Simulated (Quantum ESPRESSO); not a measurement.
Records of electronic-structure calculations.

Magnetic state of NbCrP from several starts. Symmetry: Pnma, No. 62, orthorhombic system. The conventional cell has a = 6.288 Å, b = 3.536 Å, c = 7.421 Å, α = 90.00°, β = 90.00°, γ = 90.00°. Nearest to Nb lie 5 P at 2.61 to 2.71 Å and 4 Cr at 2.83 to 2.86 Å. Cr has 4 P at 2.33 to 2.42 Å and 2 Cr at 2.69 Å and 4 Nb at 2.83 to 2.86 Å nearest. Nearest to P lie 4 Cr at 2.33 to 2.42 Å and 5 Nb at 2.61 to 2.71 Å. Farther neighbours are not listed. The calculation used LDA; plane waves with GBRV 1.5 LDA potentials, no spin-orbit coupling (and 1 further level or step) in Quantum ESPRESSO 7.5, with GBRV 1.5 LDA, cutoff 544.23 eV, 4×8×4 k-mesh, 86 bands, fermi-dirac occupations, smearing width 0.1 eV, collinear spin, SCF threshold 2.40e-8, mesh matched on, starting moments 0 0 0 0 2.5 2.5 2.5 2.5 0 0 0 0 μB in one of its runs. The lowest state found is ferromagnetic (from ferro ++++) and the largest site moment is 0.978 μB. The next state with moments is antiferromagnetic, 14.4 meV a seeded atom higher. It took 3 runs, 21 min in all on 4 MPI ranks of Intel Xeon Platinum 8259CL at 2.50GHz (Skylake/Cascade Lake), shared host (the runs of this entry). The smearing terms TS of the orders run from 95 to 115 meV a seeded atom, so the differences would change at a smaller width: an order with a larger TS is lowered more by the smearing. This is the lowest of 3 collinear or spinless starts, no proof of the ground state. The run is spin-polarised, with a total moment of 4.47 μB a cell (absolute 4.76).

[Hosts, paths, dates, database ids (printed as entryN), source tags and the programs' standing remarks are cut or masked in the printed files.]

[Where a cell is said to come from a database of computed structures, the database is the Materials Project.]
